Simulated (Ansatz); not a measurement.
**The perfect Al wire along [110], 8 atoms a period**

Aim: is the Al wire along [110], 8 atoms a period a metal or a semiconductor?

Main program and level: Ansatz 0.2.0; DFT PBE, plane waves, PAW; relaxation of a wire's period; PAW set soft_1, in the first sound run; inputs show where later runs differ.

## 1. Set-up

The cell holds 8 atoms: 8 Al. Cell: a = 10.840 Å, b = 12.513 Å, c = 2.857 Å, α = 90.0°, β = 90.0°, γ = 90.0°. Vacuum lies along a and b. The structure's axis is c.

## 2. Relaxing the period

Band widths follow the bond lengths, so the wire is relaxed first. The atoms and the third cell vector are free; the box across stays fixed as vacuum. A Fermi-Dirac smearing is set since the result may be a metal. The pressure printed is a third of the stress's trace over the whole box, vacuum included; only the stress along the axis is relaxed.

input.yaml

```yaml
crystal:
  lattice:
    - [10.84, 0.0, 0.0]
    - [0.0, 12.513, 0.0]
    - [0.0, 0.0, 2.856711396]
  atoms:
    - { symbol: Al, position: [0.313653137, 0.271717414, 0.0] }
    - { symbol: Al, position: [0.313653137, 0.500016894, 0.0] }
    - { symbol: Al, position: [0.686346863, 0.271717414, 0.0] }
    - { symbol: Al, position: [0.686346863, 0.500016894, 0.0] }
    - { symbol: Al, position: [0.5, 0.385867154, 0.5] }
    - { symbol: Al, position: [0.5, 0.614166634, 0.5] }
    - { symbol: Al, position: [0.313653137, 0.728316374, 0.0] }
    - { symbol: Al, position: [0.686346863, 0.728316374, 0.0] }
kpoints:
  mp_grid: { grid: [1, 1, 29] }
scf:
  occupations: { method: fermi_dirac, width: 0.05 }
hamiltonian:
  xc: pbe
  pseudopotentials: { kind: paw, azcp: { folder: soft_1 } }
relax:
  cell: { fix: [a, b, alpha, beta, gamma] }
  max_steps: 45
  f_tol: 0.03
```

On the command line:

```console
> ansatz run input.yaml --threads 4 --pin off --max-ram 16384MiB --backend cpu --events-out ev --progress --plain --runs-dir out
```

Numbers of over 12 decimals in the logs are rounded to 6 here.

Output:

```text
Engine: ansatz 0.2.0, aarch64-unknown-linux-gnu
Pseudopotentials: kind: paw
Pseudopotential: Al, paw, valence charge 3, recommended cutoff 420 eV (normal), soft_1/Al.paw.azcp
Functional definition: PBE
  parameter kappa = 0.804
  parameter beta = 0.066725
  exchange = pbe_x(kappa = kappa, mu = beta*pi^2/3)
  correlation = pbe_c(beta = beta)
Crystal: 8 atoms, lattice volume = 387.487 Å³
Basis set: ecut = 420 eV, 7569 PW (Γ), exchange–correlation on 150×180×40 points (8 copies of the dense FFT grid, shifted against one another)
Bands: 20, of which v1, the nominal top of the filled ones, is band 12 counted from 1 (11 counted from 0)
Symmetry: 8 space group operations
Space group: Pmmm (ITA 47), of the structure as read, at distance tolerance 7.3e-5 Å
k-points: 15 of 29
Non-local potential: Al, projectors of the file, l = 0: 2, l = 1: 2, l = 2: 1
PAW form: soft (Blöchl's): semilocal exchange-correlation on the pseudo side does not see the compensation charge
PAW one-centre angular grid: Al, 110 points (default); XC on 64 Gauss nodes
Initial density: superposition of atomic densities (neutral atoms: chi_scale 0, normalization atom)
Initial wavefunctions: pseudopotential atomic-orbital guess
Functional: x = pbe(κ = 0.804, μ = 0.219515), c = pbe(β = 0.066725)
SCF iter   1: F=—  HF=-4297.123242 eV  |F-HF|=—  |Δ(HF+E_count)|=         —  Δρ=1.93e-2  dr2=1.23e1  ethr=3.10e-3  ⟨swp⟩=9.9  Hψ=2168  notcnv=0
preconditioner: auto → LDOS  [metal: Δε(μ)=0.028 eV  Ē_g=5.670 eV  σ=0.050 eV  W_gap=0.14  n_scr=30 (ndim 8)  ℏωp=9.2 eV  f_vac=0.267  D(μ)=4.27/eV (n_scr^D=20)  β→1.0]
SCF iter   2: F=—  HF=-4295.179301 eV  |F-HF|=—  |Δ(HF+E_count)|=    1.94e0  Δρ=1.01e-2  dr2=1.12e0  ethr=3.10e-3  ⟨swp⟩=3.7  Hψ=834  notcnv=0  defer=14
SCF iter   3: F=—  HF=-4295.126537 eV  |F-HF|=—  |Δ(HF+E_count)|=   5.28e-2  Δρ=1.41e-3  dr2=3.61e-2  ethr=3.10e-3  ⟨swp⟩=3.8  Hψ=688  notcnv=0  defer=11
SCF iter   4: F=—  HF=-4295.122774 eV  |F-HF|=—  |Δ(HF+E_count)|=   3.76e-3  Δρ=3.25e-4  dr2=2.53e-3  ethr=1.50e-4  ⟨swp⟩=2.5  Hψ=561  notcnv=0  defer=10
SCF iter   5: F=—  HF=-4295.122665 eV  |F-HF|=—  |Δ(HF+E_count)|=   1.09e-4  Δρ=1.02e-4  dr2=1.09e-4  ethr=1.06e-5  ⟨swp⟩=2.3  Hψ=468  notcnv=0  defer=10
SCF iter   6: F=—  HF=-4295.122667 eV  |F-HF|=—  |Δ(HF+E_count)|=   1.98e-6  Δρ=1.84e-5  dr2=2.18e-6  ethr=4.54e-7  ⟨swp⟩=2.5  Hψ=478  notcnv=0  defer=10
SCF iter   7: F=—  HF=-4295.122722 eV  |F-HF|=—  |Δ(HF+E_count)|=   5.52e-5  Δρ=4.33e-6  dr2=1.28e-7  ethr=4.17e-10  ⟨swp⟩=6.1  Hψ=1246  notcnv=0
SCF iter   8: F=-4295.122722 eV  HF=-4295.122722 eV  |F-HF|=5.32e-9  |Δ(HF+E_count)|=   5.15e-8  Δρ=8.94e-7  dr2=9.71e-9  ethr=4.17e-10  ⟨swp⟩=4.5  Hψ=931  notcnv=0
SCF 1 converged in 8 iterations: F = -4295.122722 eV  dr2 = 9.71e-9
  greatest PAW one-centre occupation: 0.505 electrons in one spin orbital (limit 2), on the Al atom at site 7 (counted from 0), in its partial waves of l = 0
relax step   1: F+E_penalty+E_count = -4295.12272202 eV  Δ(F+E_penalty+E_count) = +0.000e0 eV  max|allowed force component| = 4.499e-1 eV/Å  Δτ_max = 0.0000 Å  P = -1.640 GPa  Ω = 387.487 Å³  fix = [a, b, alpha, beta, gamma]  reactions: a -0.284, b -1.963 GPa  (8 SCF iters, dr2 threshold 1.00e-7 eV, accepted)
Crystal: 8 atoms, lattice volume = 371.081 Å³
Basis set: ecut = 420 eV, 7273 PW (Γ), exchange–correlation on 150×180×40 points (8 copies of the dense FFT grid, shifted against one another)
Initial density: handed on by an earlier stage of this run
Initial wavefunctions: those handed on with the density
iter 1 solved again at ethr=1.23e-3 eV; its pass at ethr=3.10e-3 eV (dr2=2.96e-1 eV) is discarded
SCF iter   1: F=—  HF=-4295.523067 eV  |F-HF|=—  |Δ(HF+E_count)|=         —  Δρ=4.43e-3  dr2=3.03e-1  ethr=1.23e-3  ⟨swp⟩=1.1  Hψ=2332  notcnv=0
preconditioner: auto → LDOS  [metal: Δε(μ)=0.107 eV  Ē_g=5.608 eV  σ=0.050 eV  W_gap=0.49  n_scr=30 (ndim 8)  ℏωp=9.4 eV  f_vac=0.344  D(μ)=2.90/eV (n_scr^D=16)  β→1.0]
SCF iter   2: F=—  HF=-4295.477118 eV  |F-HF|=—  |Δ(HF+E_count)|=   4.59e-2  Δρ=2.38e-3  dr2=1.14e-1  ethr=1.23e-3  ⟨swp⟩=3.5  Hψ=654  notcnv=0  defer=1
SCF iter   3: F=—  HF=-4295.463675 eV  |F-HF|=—  |Δ(HF+E_count)|=   1.34e-2  Δρ=4.80e-4  dr2=4.68e-3  ethr=4.77e-4  ⟨swp⟩=2.4  Hψ=531  notcnv=0  defer=9
SCF iter   4: F=—  HF=-4295.463390 eV  |F-HF|=—  |Δ(HF+E_count)|=   2.85e-4  Δρ=1.64e-4  dr2=3.41e-4  ethr=1.95e-5  ⟨swp⟩=2.3  Hψ=481  notcnv=0  defer=12
SCF iter   5: F=—  HF=-4295.463275 eV  |F-HF|=—  |Δ(HF+E_count)|=   1.15e-4  Δρ=3.82e-5  dr2=6.38e-6  ethr=1.42e-6  ⟨swp⟩=2.4  Hψ=470  notcnv=0  defer=12
SCF iter   6: F=-4295.463282 eV  HF=-4295.463282 eV  |F-HF|=1.45e-7  |Δ(HF+E_count)|=   6.74e-6  Δρ=9.73e-6  dr2=6.27e-7  ethr=3.33e-9  ⟨swp⟩=5.7  Hψ=1127  notcnv=0
SCF 2 converged in 6 iterations: F = -4295.463282 eV  dr2 = 6.27e-7
  greatest PAW one-centre occupation: 0.491 electrons in one spin orbital (limit 2), on the Al atom at site 7 (counted from 0), in its partial waves of l = 0
relax step   2: F+E_penalty+E_count = -4295.46328214 eV  Δ(F+E_penalty+E_count) = -3.406e-1 eV  max|allowed force component| = 3.285e-1 eV/Å  Δτ_max = 0.1946 Å  P = +0.095 GPa  Ω = 371.081 Å³  energy of the carried Pulay correction = +1.199e-3 eV  fix = [a, b, alpha, beta, gamma]  reactions: a +0.641, b +0.663 GPa  (6 SCF iters, dr2 threshold 8.00e-7 eV, accepted)
Crystal: 8 atoms, lattice volume = 360.254 Å³
Basis set: ecut = 420 eV, 7081 PW (Γ), exchange–correlation on 150×180×40 points (8 copies of the dense FFT grid, shifted against one another)
iter 1 solved again at ethr=7.64e-4 eV; its pass at ethr=3.10e-3 eV (dr2=1.83e-1 eV) is discarded
SCF iter   1: F=—  HF=-4295.575362 eV  |F-HF|=—  |Δ(HF+E_count)|=         —  Δρ=3.37e-3  dr2=1.77e-1  ethr=7.64e-4  ⟨swp⟩=1.1  Hψ=2065  notcnv=0
preconditioner: auto → LDOS  [insulator: Δε(μ)=0.185 eV  Ē_g=5.585 eV  σ=0.050 eV  W_gap=0.68  n_scr=30 (ndim 8)  ℏωp=9.6 eV  f_vac=0.336  D(μ)=1.95/eV (n_scr^D=8)  ε∞_Penn≈3.9  β→1.0]
SCF iter   2: F=—  HF=-4295.568984 eV  |F-HF|=—  |Δ(HF+E_count)|=   6.38e-3  Δρ=2.49e-3  dr2=1.80e-1  ethr=7.36e-4  ⟨swp⟩=3.0  Hψ=647  notcnv=0
SCF iter   3: F=—  HF=-4295.541000 eV  |F-HF|=—  |Δ(HF+E_count)|=   2.80e-2  Δρ=4.39e-4  dr2=3.99e-3  ethr=7.36e-4  ⟨swp⟩=2.7  Hψ=539  notcnv=0  defer=5
SCF iter   4: F=—  HF=-4295.540617 eV  |F-HF|=—  |Δ(HF+E_count)|=   3.84e-4  Δρ=1.23e-4  dr2=2.20e-4  ethr=1.66e-5  ⟨swp⟩=2.1  Hψ=533  notcnv=0  defer=6
SCF iter   5: F=—  HF=-4295.540410 eV  |F-HF|=—  |Δ(HF+E_count)|=   2.06e-4  Δρ=3.48e-5  dr2=4.45e-6  ethr=9.18e-7  ⟨swp⟩=2.1  Hψ=433  notcnv=0  defer=6
SCF iter   6: F=-4295.540417 eV  HF=-4295.540417 eV  |F-HF|=1.26e-7  |Δ(HF+E_count)|=   6.69e-6  Δρ=7.92e-6  dr2=2.95e-7  ethr=3.33e-9  ⟨swp⟩=5.3  Hψ=1111  notcnv=0
SCF 3 converged in 6 iterations: F = -4295.540417 eV  dr2 = 2.95e-7
  greatest PAW one-centre occupation: 0.488 electrons in one spin orbital (limit 2), on the Al atom at site 7 (counted from 0), in its partial waves of l = 0
relax step   3: F+E_penalty+E_count = -4295.54041711 eV  Δ(F+E_penalty+E_count) = -7.713e-2 eV  max|allowed force component| = 1.559e-1 eV/Å  Δτ_max = 0.0964 Å  P = +0.332 GPa  Ω = 360.254 Å³  energy of the carried Pulay correction = +2.019e-3 eV  fix = [a, b, alpha, beta, gamma]  reactions: a +0.205, b +0.693 GPa  (6 SCF iters, dr2 threshold 8.00e-7 eV, accepted)
Crystal: 8 atoms, lattice volume = 359.944 Å³
iter 1 solved again at ethr=7.46e-5 eV; its pass at ethr=3.10e-3 eV (dr2=1.79e-2 eV) is discarded
SCF iter   1: F=—  HF=-4295.553659 eV  |F-HF|=—  |Δ(HF+E_count)|=         —  Δρ=1.26e-3  dr2=1.76e-2  ethr=7.46e-5  ⟨swp⟩=2.1  Hψ=1996  notcnv=0
preconditioner: auto → LDOS  [metal: Δε(μ)=0.118 eV  Ē_g=5.563 eV  σ=0.050 eV  W_gap=0.47  n_scr=30 (ndim 8)  ℏωp=9.6 eV  f_vac=0.341  D(μ)=2.15/eV (n_scr^D=10)  β→1.0]
SCF iter   2: F=—  HF=-4295.550981 eV  |F-HF|=—  |Δ(HF+E_count)|=   2.68e-3  Δρ=5.45e-4  dr2=4.53e-3  ethr=7.33e-5  ⟨swp⟩=2.5  Hψ=552  notcnv=0
SCF iter   3: F=—  HF=-4295.550342 eV  |F-HF|=—  |Δ(HF+E_count)|=   6.39e-4  Δρ=1.40e-4  dr2=4.37e-4  ethr=1.89e-5  ⟨swp⟩=2.7  Hψ=538  notcnv=0
SCF iter   4: F=—  HF=-4295.550251 eV  |F-HF|=—  |Δ(HF+E_count)|=   9.07e-5  Δρ=3.82e-5  dr2=2.86e-5  ethr=1.82e-6  ⟨swp⟩=2.2  Hψ=453  notcnv=0
SCF iter   5: F=—  HF=-4295.550247 eV  |F-HF|=—  |Δ(HF+E_count)|=   4.31e-6  Δρ=1.08e-5  dr2=9.83e-7  ethr=1.19e-7  ⟨swp⟩=2.3  Hψ=425  notcnv=0
SCF iter   6: F=-4295.550248 eV  HF=-4295.550248 eV  |F-HF|=2.47e-8  |Δ(HF+E_count)|=   3.39e-7  Δρ=2.88e-6  dr2=3.76e-8  ethr=3.33e-9  ⟨swp⟩=5.1  Hψ=1043  notcnv=0
SCF 4 converged in 6 iterations: F = -4295.550248 eV  dr2 = 3.76e-8
  greatest PAW one-centre occupation: 0.489 electrons in one spin orbital (limit 2), on the Al atom at site 7 (counted from 0), in its partial waves of l = 0
relax step   4: F+E_penalty+E_count = -4295.55024753 eV  Δ(F+E_penalty+E_count) = -9.830e-3 eV  max|allowed force component| = 6.759e-2 eV/Å  Δτ_max = 0.0596 Å  P = +0.158 GPa  Ω = 359.944 Å³  energy of the carried Pulay correction = +2.043e-3 eV  fix = [a, b, alpha, beta, gamma]  reactions: a +0.437, b -0.276 GPa  (6 SCF iters, dr2 threshold 8.00e-7 eV, accepted)
Crystal: 8 atoms, lattice volume = 361.350 Å³
Basis set: ecut = 420 eV, 7113 PW (Γ), exchange–correlation on 150×180×40 points (8 copies of the dense FFT grid, shifted against one another)
iter 1 solved again at ethr=3.84e-5 eV; its pass at ethr=3.10e-3 eV (dr2=9.22e-3 eV) is discarded
SCF iter   1: F=—  HF=-4295.557980 eV  |F-HF|=—  |Δ(HF+E_count)|=         —  Δρ=8.26e-4  dr2=1.03e-2  ethr=3.84e-5  ⟨swp⟩=2.2  Hψ=1950  notcnv=0
preconditioner: auto → LDOS  [insulator: Δε(μ)=0.170 eV  Ē_g=5.550 eV  σ=0.050 eV  W_gap=0.67  n_scr=30 (ndim 8)  ℏωp=9.6 eV  f_vac=0.342  D(μ)=2.24/eV (n_scr^D=10)  ε∞_Penn≈4.0  β→1.0]
SCF iter   2: F=—  HF=-4295.556912 eV  |F-HF|=—  |Δ(HF+E_count)|=   1.07e-3  Δρ=4.74e-4  dr2=5.57e-3  ethr=3.84e-5  ⟨swp⟩=2.5  Hψ=501  notcnv=0
SCF iter   3: F=—  HF=-4295.556096 eV  |F-HF|=—  |Δ(HF+E_count)|=   8.15e-4  Δρ=1.05e-4  dr2=1.99e-4  ethr=2.32e-5  ⟨swp⟩=2.0  Hψ=421  notcnv=0
SCF iter   4: F=—  HF=-4295.556045 eV  |F-HF|=—  |Δ(HF+E_count)|=   5.12e-5  Δρ=3.31e-5  dr2=1.88e-5  ethr=8.31e-7  ⟨swp⟩=2.1  Hψ=459  notcnv=0
SCF iter   5: F=-4295.556044 eV  HF=-4295.556043 eV  |F-HF|=3.52e-7  |Δ(HF+E_count)|=   1.72e-6  Δρ=7.64e-6  dr2=1.73e-7  ethr=1.19e-9  ⟨swp⟩=4.5  Hψ=1325  notcnv=0
SCF 5 converged in 5 iterations: F = -4295.556044 eV  dr2 = 1.73e-7
relax step   5: F+E_penalty+E_count = -4295.55604385 eV  Δ(F+E_penalty+E_count) = -5.796e-3 eV  max|allowed force component| = 2.468e-2 eV/Å  Δτ_max = 0.0344 Å  P = +0.036 GPa  Ω = 361.350 Å³  energy of the carried Pulay correction = +1.935e-3 eV  fix = [a, b, alpha, beta, gamma]  reactions: a +0.186, b +0.089 GPa  (5 SCF iters, dr2 threshold 2.86e-7 eV, accepted)
Crystal: 8 atoms, lattice volume = 360.785 Å³
Basis set: ecut = 420 eV, 7097 PW (Γ), exchange–correlation on 150×180×40 points (8 copies of the dense FFT grid, shifted against one another)
iter 1 solved again at ethr=1.34e-6 eV; its pass at ethr=3.10e-3 eV (dr2=3.21e-4 eV) is discarded
SCF iter   1: F=—  HF=-4295.557098 eV  |F-HF|=—  |Δ(HF+E_count)|=         —  Δρ=2.19e-4  dr2=3.69e-4  ethr=1.34e-6  ⟨swp⟩=2.3  Hψ=1997  notcnv=0
preconditioner: auto → LDOS  [insulator: Δε(μ)=0.173 eV  Ē_g=5.566 eV  σ=0.050 eV  W_gap=0.67  n_scr=30 (ndim 8)  ℏωp=9.6 eV  f_vac=0.341  D(μ)=2.17/eV (n_scr^D=10)  ε∞_Penn≈4.0  β→1.0]
SCF iter   2: F=—  HF=-4295.557047 eV  |F-HF|=—  |Δ(HF+E_count)|=   5.17e-5  Δρ=1.01e-4  dr2=1.57e-4  ethr=1.34e-6  ⟨swp⟩=2.0  Hψ=512  notcnv=0
SCF iter   3: F=—  HF=-4295.557013 eV  |F-HF|=—  |Δ(HF+E_count)|=   3.42e-5  Δρ=1.93e-5  dr2=5.44e-6  ethr=6.54e-7  ⟨swp⟩=2.7  Hψ=504  notcnv=0
SCF iter   4: F=—  HF=-4295.556983 eV  |F-HF|=—  |Δ(HF+E_count)|=   3.00e-5  Δρ=5.74e-6  dr2=4.22e-7  ethr=2.27e-8  ⟨swp⟩=2.0  Hψ=438  notcnv=0
SCF iter   5: F=-4295.556983 eV  HF=-4295.556983 eV  |F-HF|=9.45e-9  |Δ(HF+E_count)|=   2.91e-8  Δρ=1.83e-6  dr2=3.23e-8  ethr=2.89e-10  ⟨swp⟩=5.1  Hψ=1099  notcnv=0
SCF 6 converged in 5 iterations: F = -4295.556983 eV  dr2 = 3.23e-8
  greatest PAW one-centre occupation: 0.488 electrons in one spin orbital (limit 2), on the Al atom at site 6 (counted from 0), in its partial waves of l = 0
relax step   6: F+E_penalty+E_count = -4295.55698257 eV  Δ(F+E_penalty+E_count) = -9.387e-4 eV  max|allowed force component| = 4.534e-3 eV/Å  Δτ_max = 0.0128 Å  P = +0.108 GPa  Ω = 360.785 Å³  energy of the carried Pulay correction = +1.979e-3 eV  fix = [a, b, alpha, beta, gamma]  reactions: a +0.261, b +0.090 GPa  (5 SCF iters, dr2 threshold 6.93e-8 eV, accepted)
Basis set: ecut = 420 eV, 7097 PW (Γ), exchange–correlation on 150×180×36 points (8 copies of the dense FFT grid, shifted against one another)
Initial wavefunctions: pseudopotential atomic-orbital guess (no wavefunctions were taken with the density)
iter 1 solved again at ethr=1.98e-6 eV; its pass at ethr=3.10e-3 eV (dr2=4.74e-4 eV) is discarded
SCF iter   1: F=—  HF=-4295.555750 eV  |F-HF|=—  |Δ(HF+E_count)|=         —  Δρ=2.23e-5  dr2=1.84e-7  ethr=1.98e-6  ⟨swp⟩=3.0  Hψ=2848  notcnv=0
eigensolver tolerance schedule: the retry pair's looser diagonalisation over-reported the residual by 2571.70 of it (diagonalisation noise at an unbounded share of the residual, at the tolerance the schedule requests for it); recorded, not acted on — ethr = c·dr2/N_el stays at c = 1.0e-1
preconditioner: auto → LDOS  [insulator: Δε(μ)=0.171 eV  Ē_g=5.563 eV  σ=0.050 eV  W_gap=0.67  n_scr=30 (ndim 8)  ℏωp=9.6 eV  f_vac=0.341  D(μ)=2.18/eV (n_scr^D=10)  ε∞_Penn≈4.0  β→1.0]
SCF iter   2: F=—  HF=-4295.555951 eV  |F-HF|=—  |Δ(HF+E_count)|=   2.01e-4  Δρ=2.02e-6  dr2=4.61e-8  ethr=7.68e-10  ⟨swp⟩=3.4  Hψ=696  notcnv=0
SCF iter   3: F=—  HF=-4295.555951 eV  |F-HF|=—  |Δ(HF+E_count)|=   4.80e-9  Δρ=7.40e-7  dr2=1.12e-8  ethr=1.92e-10  ⟨swp⟩=2.7  Hψ=493  notcnv=0
SCF iter   4: F=—  HF=-4295.555951 eV  |F-HF|=—  |Δ(HF+E_count)|=   1.44e-9  Δρ=1.83e-7  dr2=3.18e-10  ethr=4.67e-11  ⟨swp⟩=2.1  Hψ=365  notcnv=0
SCF iter   5: F=-4295.555951 eV  HF=-4295.555951 eV  |F-HF|=4.64e-11  |Δ(HF+E_count)|=  4.55e-11  Δρ=5.35e-8  dr2=5.86e-11  ethr=1.00e-12  ⟨swp⟩=5.1  Hψ=1092  notcnv=0
SCF 7 converged in 5 iterations: F = -4295.555951 eV  dr2 = 5.86e-11
relax step   7: F+E_penalty+E_count = -4295.55595119 eV  Δ(F+E_penalty+E_count) = +1.031e-3 eV  max|allowed force component| = 4.414e-3 eV/Å  Δτ_max = 0.0000 Å  P = +0.102 GPa  Ω = 360.785 Å³  fix = [a, b, alpha, beta, gamma]  reactions: a +0.257, b +0.086 GPa  stress off target by 3.62e-2 GPa on what of the cell is left free  SCF on the basis re-selected at this cell (its energy is not comparable with the rows above)  (5 SCF iters)
basis re-selected at this cell: Δ(F+E_penalty+E_count) = +1.031e-3 eV, ΔP = -0.006 GPa vs the last step (what re-selecting the basis moved, of the pressure what is left beyond the Pulay correction that the steps carried, after the strain that the cell walked since its last selection, with what the two solves' SCF thresholds leave and, on support functions, any second-order correction that the steps lacked; it is no measure of the basis error at this ecutwfc). The dense FFT grid was sized anew with the basis: this SCF ran on 75×90×18 points, the steps before it on 75×90×20, so part of this shift can come from that change (see relax.cell in the input reference). [rest of the remark cut]
SCF converged after 5 iterations
Free energy (F): -4295.555951 eV
Harris-Foulkes:  -4295.555951 eV  (|F-HF|=4.64e-11)
Internal energy: -4295.536278 eV  (E = F + TS)
E sigma→0 (E₀):  -4295.546114 eV
Entropy (-TS):   -0.019674 eV (-2.459 meV/atom)
Fermi energy:    0.463276 eV
--- Per-component energies (eV) ---
  E_band       = -80.030264
  E_kinetic    = 166.242800
  E_local      = -1147.879358  (includes V_loc(G=0)·N_el)
  E_nonlocal   = 83.519925
  E_hartree    = 533.405665
  E_xc         = -291.988149
  E_vxc        = -220.285153  (∫ρ·V_xc dr)
  E_paw        = -3755.667572  (= ΣΔE_a)
  E_vpaw       = -28.439998  (= ΣTr[D̂ρ^β])
  E_aug_tail   = -0.000014  (compensation charges beyond the density's cutoff)
  E_ewald      = 116.830424
  E_smearing   = -0.019674  (= −TS)
  E_closure    = 0.000000  (closes the sum)
  Σ components = -4295.555951   (vs F -4295.555951, Δ=0.00e0)
--- Forces (eV/Å), atoms counted from 1 ---
  atom   1  Al    -0.00120116     0.00201327     0.00000000
  atom   2  Al     0.00441369     0.00000000     0.00000000
  atom   3  Al     0.00120116     0.00201327     0.00000000
  atom   4  Al    -0.00441369    -0.00000000    -0.00000000
  atom   5  Al     0.00000000     0.00404988     0.00000000
  atom   6  Al     0.00000000    -0.00404988    -0.00000000
  atom   7  Al    -0.00120116    -0.00201327    -0.00000000
  atom   8  Al     0.00120116    -0.00201327    -0.00000000
  max |Σ_I F_I| component: 8.67e-19 eV/Å
--- Stress (GPa, compression-positive) ---
        0.256726      -0.000000      -0.000000
       -0.000000       0.086409       0.000000
       -0.000000       0.000000      -0.036170
  P = ⅓ Tr σ = 0.1023 GPa (1.023 kbar)
--- Relaxed structure (6 steps of the walk, 6 accepted, 1 SCFs on fresh bases) ---
  F+E_penalty+E_count = -4295.55595119 eV   max|allowed force component| = 4.414e-3 eV/Å   (the final SCF, on the basis selected at the relaxed cell)
  cell:  # Å, volume = 360.7852 Å³
    - [10.84, 0.0, 0.0]
    - [0.0, 12.513, 0.0]
    - [0.0, 0.0, 2.659855]
  atoms:
    - { symbol: Al, position: [0.300774, 0.287820, 0.0] }
    - { symbol: Al, position: [0.300757, 0.500017, 0.0] }
    - { symbol: Al, position: [0.699226, 0.287820, 0.0] }
    - { symbol: Al, position: [0.699243, 0.500017, 0.0] }
    - { symbol: Al, position: [0.5, 0.384148, 0.5] }
    - { symbol: Al, position: [0.5, 0.615886, 0.5] }
    - { symbol: Al, position: [0.300774, 0.712214, 0.0] }
    - { symbol: Al, position: [0.699226, 0.712214, 0.0] }
```

Run time: 12 s. Hardware: 4 threads of Arm Neoverse V2, shared host; peak memory 0.65 GiB; 45 s of CPU time.

(Continued in part 2 of 2.)

[Logs are printed without paths, hosts, clocks, repeated set-up lines and the standing remarks that a program may print on its own settings, such as how far it seeks lower states.]

[Hosts, paths, dates, database ids (printed as entryN), source tags and the programs' standing remarks are cut or masked in the printed files.]
